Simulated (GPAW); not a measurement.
**SrLi2SnS4 (I-42m): G0W0 with GPAW, start to end**

Aim: the G0W0 gap of SrLi2SnS4 (I-42m) on PBE, step by step.

Main program and level: GPAW 26.7.0; PBE and many-body steps on it, plane waves.

### 1. Set-up

The structure is tetragonal, space group I-42m (No. 121). Conventional cell: a = 6.659 Å, b = 6.659 Å, c = 7.918 Å, α = 90.00°, β = 90.00°, γ = 90.00°. Nearest to Li lie 4 S at 2.47 Å. Nearest to Sr lie 8 S at 3.08 to 3.25 Å. Sn has 4 S at 2.37 Å nearest. S has 1 Sn at 2.37 Å and 2 Li at 2.47 Å and 2 Sr at 3.08 to 3.25 Å nearest. Farther neighbours and most contacts between anions are not listed.

As a file:

```cif
data_structure
_symmetry_space_group_name_H-M 'P 1'
_symmetry_Int_Tables_number 1
_cell_length_a 6.1518
_cell_length_b 6.1518
_cell_length_c 6.1518
_cell_angle_alpha 114.466
_cell_angle_beta 114.466
_cell_angle_gamma 99.886
_cell_volume 175.55
loop_
_atom_site_label
_atom_site_type_symbol
_atom_site_fract_x
_atom_site_fract_y
_atom_site_fract_z
_atom_site_occupancy
Li1 Li 0.25000 0.75000 0.50000 1
Li2 Li 0.75000 0.25000 0.50000 1
Sr3 Sr 0.50000 0.50000 0.00000 1
Sn4 Sn 0.00000 0.00000 0.00000 1
S5 S 0.03526 0.03526 0.41320 1
S6 S 0.96474 0.37794 0.00000 1
S7 S 0.62206 0.62206 0.58680 1
S8 S 0.37794 0.96474 0.00000 1
```

The cell and positions come from the Crystallography Open Database and are kept as given unless a step says otherwise.

### 2. Ground state

This step: GPAW 26.7.0; DFT, PBE, plane waves, PAW.

The ground-state density comes first.

File run.py:

```python
import json
import numpy as np
from gpaw.mpi import world
from ase import Atoms
from gpaw import GPAW, PW, FermiDirac

atoms = Atoms(['Li', 'Li', 'Sr', 'Sn', 'S', 'S', 'S', 'S'],
    cell=[[-3.3295000000, 3.3295000000, 3.9590000000],
      [3.3295000000, -3.3295000000, 3.9590000000],
      [3.3295000000, 3.3295000000, -3.9590000000]],
    scaled_positions=[[0.2500000000, 0.7500000000, 0.5000000000],
      [0.7500000000, 0.2500000000, 0.5000000000],
      [0.5000000000, 0.5000000000, 0.0000000000],
      [0.0000000000, 0.0000000000, 0.0000000000],
      [0.0352600000, 0.0352600000, 0.4132000000],
      [0.9647400000, 0.3779400000, 0.0000000000],
      [0.6220600000, 0.6220600000, 0.5868000000],
      [0.3779400000, 0.9647400000, 0.0000000000]],
    pbc=(True, True, True))
calc = GPAW(mode=PW(600),
    xc='PBE',
    kpts={'size': (6, 6, 6), 'gamma': True},
    occupations=FermiDirac(0.001),
    nbands=-10,
    convergence={'density': 1e-6, 'bands': -3},
    maxiter=100,
    txt='gs.txt')
atoms.calc = calc
res = {'energy': atoms.get_potential_energy()}
kpts = calc.get_ibz_k_points()
res['kpts'] = kpts
res['eigenvalues'] = [calc.get_eigenvalues(kpt=k) for k in range(len(kpts))]
res['n_electrons'] = calc.get_number_of_electrons()
calc.write('gs.gpw')

if world.rank == 0:
    with open('result.json', 'w') as f:
        json.dump(res, f, default=lambda x: x.tolist())
```

On the command line:

```bash
$ mpirun -n 4 gpaw python run.py
```

Numbers of over 12 decimals in the logs are rounded to 6 here.

Output:

```text
__  _  _
 | _ |_)|_||  |
 |__||  | ||/\| - 26.7.0

Input parameters:
  mode=PW(ecut=600.0),
  convergence={'density': 1e-06, 'bands': -3},
  kpts=MonkhorstPack(size=(6, 6, 6), gamma=True),
  maxiter=100,
  nbands=-10,
  occupations=Occupations(name='fermi-dirac', width=0.001, fixmagmom=False),
  xc=XC(name='PBE')
  [... matrices ...]
Diagonalizing LCAO Hamiltonian
Converting LCAO to pw mode

          S

                 S
             Sr Li S

                      Li

             Sn
                  S

Atoms  # Å, Bohr magnetons
|   | symbol |         x |         y |         z |    initial magnetic moments |
| 0 |     Li |  3.329500 |  0.000000 |  1.979500 | ( 0.0000,  0.0000,  0.0000) |
| 1 |     Li | -0.000000 |  3.329500 |  1.979500 | ( 0.0000,  0.0000,  0.0000) |
| 2 |     Sr |  0.000000 |  0.000000 |  3.959000 | ( 0.0000,  0.0000,  0.0000) |
| 3 |     Sn |  0.000000 |  0.000000 |  0.000000 | ( 0.0000,  0.0000,  0.0000) |
| 4 |      S |  1.375749 |  1.375749 | -1.356670 | ( 0.0000,  0.0000,  0.0000) |
| 5 |      S | -1.953751 |  1.953751 |  5.315670 | ( 0.0000,  0.0000,  0.0000) |
| 6 |      S |  1.953751 |  1.953751 |  2.602330 | ( 0.0000,  0.0000,  0.0000) |
| 7 |      S |  1.953751 | -1.953751 |  5.315670 | ( 0.0000,  0.0000,  0.0000) |

Unit cell  # Å
| periodic |         x |         y |         z |  lengths |     angles |
|      yes | -3.329500 |  3.329500 |  3.959000 | 6.151814 | 114.466212 |
|      yes |  3.329500 | -3.329500 |  3.959000 | 6.151814 | 114.466212 |
|      yes |  3.329500 |  3.329500 | -3.959000 | 6.151814 |  99.885913 |

Number of symmetries: 8
Symmetry operations  # r_c * U_cc + t_c -> r_c
|   | kind |            matrix            |
| 0 |  E   |  1, 0, 0,  0, 1, 0,  0, 0, 1 |
| 1 |  σ   |  1, 0, 0,  0, 1, 0, -1,-1,-1 |
| 2 |  σ   |  0, 1, 0,  1, 0, 0,  0, 0, 1 |
| 3 |  C2  |  0, 1, 0,  1, 0, 0, -1,-1,-1 |
| 4 |  C2  |  0, 0, 1, -1,-1,-1,  1, 0, 0 |
| 5 |  S4  |  0, 0, 1, -1,-1,-1,  0, 1, 0 |
| 6 |  S4  | -1,-1,-1,  0, 0, 1,  1, 0, 0 |
| 7 |  C2  | -1,-1,-1,  0, 0, 1,  0, 1, 0 |

BZ-sampling:
  Number of BZ points: 216
  Number of IBZ points: 30

  Monkhorst-Pack size: [6, 6, 6]
  Monkhorst-Pack shift: [0.083333, 0.083333, 0.083333]

K-points  # in reciprocal-cell coordinates
|     |                                coordinates |     weight |
|   0 | (  0.00000000,   0.00000000,   0.00000000) | 0.00462963 |
|   1 | (  0.16666667,  -0.16666667,   0.00000000) | 0.01851852 |
|   2 | (  0.16666667,  -0.16666667,   0.16666667) | 0.01851852 |
|   3 | (  0.16666667,   0.00000000,   0.00000000) | 0.03703704 |
|   4 | (  0.16666667,   0.16666667,  -0.16666667) | 0.00925926 |
|   5 | (  0.33333333,  -0.33333333,   0.00000000) | 0.01851852 |
|   6 | (  0.33333333,  -0.33333333,   0.16666667) | 0.03703704 |
|   7 | (  0.33333333,  -0.33333333,   0.33333333) | 0.01851852 |
|   8 | (  0.33333333,  -0.16666667,   0.00000000) | 0.07407407 |
|   9 | (  0.33333333,  -0.16666667,   0.16666667) | 0.03703704 |
| ... |                                            |            |
|  29 | (  0.50000000,   0.50000000,   0.50000000) | 0.00462963 |

Plane wave coefficients: 5923
Cutoff: 600.0 eV

Spin-components: 1 (collinear spins)
Bands:           35
Projectors:      37
Spin-degeneracy: 2
Datatype:        complex128

  Storage: CPU
  Wave functions: 99_506_400 bytes (24_876_600 per core)
  Projectors: 102_349_440 bytes (25_587_360 per core)
  [... matrices ...]
Parallelization:
  kpt:    4
  domain: 1
  band:   1

Density:
  Valence electrons: 50.0
  Components: 1
  Grid points: [35 35 35]
  Charge: 0.0  # |e|

Potential:
  Grid points: [35 35 35]

species:
  Li:
    name:    Lithium
    Z:       3.0
    valence: 1
    core:    2
    charge:  0.0  # [|e|]
    compensation charges:
      type: gauss
      rc: 0.33  # [Å]
      lmax: 2
    cutoffs:
      filter: 1.91  # [Å]
      core: 2.55  # [Å]
    projectors
    | kind |    occ | energy [eV] | rcut [Å] |
    |   2s |  1.000 |      -2.874 |    1.058 |
    |   2p |  0.000 |      -1.090 |    1.058 |
    |    s |        |      24.337 |    1.058 |

    Using partial waves for Li as LCAO basis

  Sr:
    name:    Strontium
    Z:       38.0
    valence: 10
    core:    28
    charge:  0.0  # [|e|]
    compensation charges:
      type: gauss
      rc: 0.40  # [Å]
      lmax: 2
    cutoffs:
      filter: 2.39  # [Å]
      core: 1.85  # [Å]
    projectors
    | kind |    occ | energy [eV] | rcut [Å] |
    |   4s |  2.000 |     -40.883 |    1.291 |
    |   5s |  2.000 |      -3.525 |    1.291 |
    |   4p |  6.000 |     -22.826 |    1.291 |
    |    p |        |       4.386 |    1.291 |
    |    d |        |       0.000 |    1.254 |

    Using partial waves for Sr as LCAO basis

  Sn:
    name:    Tin
    Z:       50.0
    valence: 14
    core:    36
    charge:  0.0  # [|e|]
    compensation charges:
      type: gauss
      rc: 0.38  # [Å]
      lmax: 2
    cutoffs:
      filter: 2.23  # [Å]
      core: 2.35  # [Å]
    projectors
    | kind |    occ | energy [eV] | rcut [Å] |
    |   5s |  2.000 |     -10.538 |    1.201 |
    |   5p |  2.000 |      -3.696 |    1.270 |
    |   4d | 10.000 |     -25.845 |    1.185 |
    |    s |        |      16.674 |    1.201 |
    |    p |        |      23.515 |    1.270 |
    |    d |        |       1.367 |    1.185 |

    Using partial waves for Sn as LCAO basis

  S:
    name:    Sulfur
    Z:       16.0
    valence: 6
    core:    10
    charge:  0.0  # [|e|]
    compensation charges:
      type: gauss
      rc: 0.24  # [Å]
      lmax: 2
    cutoffs:
      filter: 1.77  # [Å]
      core: 1.66  # [Å]
    projectors
    | kind |    occ | energy [eV] | rcut [Å] |
    |   3s |  2.000 |     -17.254 |    0.974 |
    |   3p |  4.000 |      -7.008 |    0.979 |
    |    s |        |       9.957 |    0.974 |
    |    p |        |      20.203 |    0.979 |
    |    d |        |       0.000 |    0.900 |

    Using partial waves for S as LCAO basis

Reference energy: -298343.518546  # eV

eigensolver:
  PPCG
  Converge bands: -3
  niter=2

density mixing:
  MSR1-Mixer
  Pratt-step length: 0.05
  Maximum mixing coefficient: 0.75
  Old densities: 10
  SVD Regularization: 0.005
  Good broyden scale: 1.0
  Trust region scale: 1.0
  Backstep threshold: 4.0
  History deletion threshold: 6.0
  Fourier metric: weight=20.0, sigma=0.015

occupation numbers:
  Fermi-Dirac:
    width: 0.0010  # eV

poisson solver:
  ecut: 4800.0  # eV

xc functional:
  name: PBE with 2 nearest neighbor stencil

Initialization done in: 2.612 s

convergence criteria:
- Maximum integral of absolute [dens]ity change: 1e-06 electrons / valence electron
- Maximum [total energy] change in last 3 cyles: 0.0005 eV / valence electron
- Maximum integral of absolute [eigenst]ate change: 4e-08 eV^2 / valence electron
maximum number of iterations: 100

SCF iterations
|iter     |     time |      energy | eigst |  dens |
|iter:   1|  |  -37.106349 | +0.84 |       |
|iter:   2|  |  -36.835520 | -0.29 | -1.04 |
|iter:   3|  |  -35.783199 | -0.72 | -1.08 |
|iter:   4|  |  -35.789185 | -1.41 | -1.58 |
|iter:   5|  |  -35.796301c| -1.94 | -2.04 |
|iter:   6|  |  -35.796693c| -2.31 | -2.81 |
|iter:   7|  |  -35.796730c| -2.91 | -3.38 |
|iter:   8|  |  -35.796737c| -3.45 | -3.78 |
|iter:   9|  |  -35.796737c| -3.71 | -4.60 |
|iter:  10|  |  -35.796737c| -4.06 | -5.16 |
|iter:  11|  |  -35.796737c| -4.32 | -5.69 |
|iter:  12|  |  -35.796737c| -4.72 | -6.34c|
|iter:  13|  |  -35.796737c| -5.01 | -6.98c|
|iter:  14|  |  -35.796737c| -5.16 | -7.64c|
|iter:  15|  |  -35.796737c| -5.40 | -8.20c|
|iter:  16|  |  -35.796737c| -5.61 | -8.77c|
|iter:  17|  |  -35.796737c| -5.87 | -9.23c|
|iter:  18|  |  -35.796737c| -6.02 | -9.92c|
|iter:  19|  |  -35.796737c| -6.06 |-10.46c|
|iter:  20|  |  -35.796737c| -6.36 |-10.77c|
|iter:  21|  |  -35.796737c| -6.66 |-11.03c|
|iter:  22|  |  -35.796737c| -6.76 |-11.44c|
|iter:  23|  |  -35.796737c| -6.75 |-11.92c|
|iter:  24|  |  -35.796737c| -7.16 |-12.15c|
|iter:  25|  |  -35.796737c| -7.27 |-12.37c|
|iter:  26|  |  -35.796737c| -7.29 |-12.77c|
|iter:  27|  |  -35.796737c| -7.40 |-13.01c|
|iter:  28|  |  -35.796737c| -7.42c|-13.26c|

Converged in 28 steps
SCF loop duration: 82.458 s (2.945 s/step)
Energy contributions relative to reference atoms: (reference = -298343.518546)
  [... matrices ...]
Energy contributions:
  Kinetic:          49.976790
  Coulomb:         -46.517031
  Zero:              0.049740
  External:          0.000000
  Xc:              -39.306237
  Entropy:          -0.000000
  Spinorbit:         0.000000
  ----------------------------
  Free energy:     -35.796737
  Extrapolated:    -35.796737

dipole moment: (-45.533126, -45.533126, 27.717219)  # |e|*Ang

Fermi level: 4.376
Eigenvalues  # (at kpt = [0.000, 0.000, 0.000])
| band index |      eig [eV] | occ [0-2] |
|          0 |       -30.493 |     2.000 |
|        ... |               |           |
|         17 |         1.462 |     2.000 |
|         18 |         1.838 |     2.000 |
|         19 |         1.838 |     2.000 |
|         20 |         2.569 |     2.000 |
|         21 |         2.582 |     2.000 |
|         22 |         3.092 |     2.000 |
|         23 |         3.175 |     2.000 |
|         24 |         3.175 |     2.000 |
|         25 |         6.245 |     0.000 |
[...]
|         29 |         8.954 |     0.000 |
|         30 |         9.628 |     0.000 |
|         31 |         9.628 |     0.000 |
|         32 |         9.638 |     0.000 |
|        ... |               |           |
|         34 |        10.253 |     0.000 |

Gap: 2.682 eV
Transition (v -> c):
  (s=0, k=29, n=24, [0.50, 0.50, 0.50]) -> (s=0, k=29, n=25, [0.50, 0.50, 0.50])
No difference between direct/indirect transitions
# Writing to gs.gpw (mode='')
  [... matrices ...]
```

Elapsed: 87 s, on 4 MPI ranks of Arm Neoverse V1, shared host; peak memory 1.1 GiB; 5.8 min of CPU time.

This step gave:

| Item | Value |
| --- | --- |
| total energy | -35.80 eV |
| gap | 2.682 eV |
| k of the valence top | 0.5, 0.5, 0.5 |
| k of the conduction bottom | 0.5, 0.5, 0.5 |
| least direct gap | 2.682 eV |

The gap is direct, at (0.500, 0.500, 0.500).

### 3. Empty states on the mesh, 2×2×2 mesh, 150 bands

The sums over transitions need many empty states on a uniform mesh; this step solves for them.

File run.py:

```python
import json
import numpy as np
from gpaw.mpi import world
from gpaw import GPAW

calc = GPAW('gs.gpw').fixed_density(kpts={'size': (2, 2, 2), 'gamma': True},
    nbands=175,
    convergence={'bands': 150},
    txt='nscf.txt')
calc.write('full.gpw', mode='all')
res = {}
kpts = calc.get_ibz_k_points()
res['kpts'] = kpts
res['eigenvalues'] = [calc.get_eigenvalues(kpt=k) for k in range(len(kpts))]
res['n_electrons'] = calc.get_number_of_electrons()

if world.rank == 0:
    with open('result.json', 'w') as f:
        json.dump(res, f, default=lambda x: x.tolist())
```

On the command line:

```bash
$ mpirun -n 4 gpaw python run.py
```

Output:

```text
Diagonalizing LCAO Hamiltonian
Converting LCAO to pw mode
convergence criteria:
- Maximum integral of absolute [eigenst]ate change: 4e-08 eV^2 / valence electron
maximum number of iterations: 100

SCF iterations
|iter     |     time |      energy | eigst |  dens |
|iter:   1|  |             | +3.99 |       |
|iter:   2|  |             | +2.74 |       |
|iter:   3|  |             | +1.66 |       |
[...]
|iter:  12|  |             | -6.62 |       |
|iter:  13|  |             | -7.04 |       |
|iter:  14|  |             | -7.59c|       |
SCF steps: 14
  __  _  _
 | _ |_)|_||  |
 |__||  | ||/\| - 26.7.0

Input parameters:
  mode=PW(ecut=600.0),
  convergence={'bands': 150},
  gpts=array([35, 35, 35]),
  kpts=MonkhorstPack(size=(2, 2, 2), gamma=True),
  maxiter=100,
  nbands=175,
  occupations=Occupations(name='fermi-dirac', width=0.001, fixmagmom=False),
  parallel={},
  xc=XC(name='PBE')
# Writing to full.gpw (mode='all')
  [... matrices ...]

timing:  # [seconds]
  Total: 0.045  # ━━━━━━━━━━━━━━━━━━━━━━━━━━━━━━━━━━━━━━━━━━━━━━━━━━━━━━━━━━━
```

The job ended after 39 s (4 MPI ranks; peak memory 1.2 GiB).

This step gave:

```yaml
gap: 2.682 eV
k_of_the_valence_top: 0.5, 0.5, 0.5
k_of_the_conduction_bottom: 0.5, 0.5, 0.5
least_direct_gap: 2.682 eV
k_points_computed: 4
lowest_point_of_the_top_converged_band_above_the_valence_top: 40.04 eV
```

On this mesh the gap is 2.682 eV.

[end of part 1 of 2]

[Paths, hosts, dates, memory and timing lines, banners, echoed tables and standing remarks are left out of the program output.]

[Logs are printed without paths, hosts, clocks, repeated set-up lines and the standing remarks that a program may print on its own settings, such as how far it seeks lower states.]

[Runs of the session that timed out or met a known fault of the program may be left out.]

[Hosts, paths, dates, database ids (printed as entryN), source tags and the programs' standing remarks are cut or masked in the printed files.]
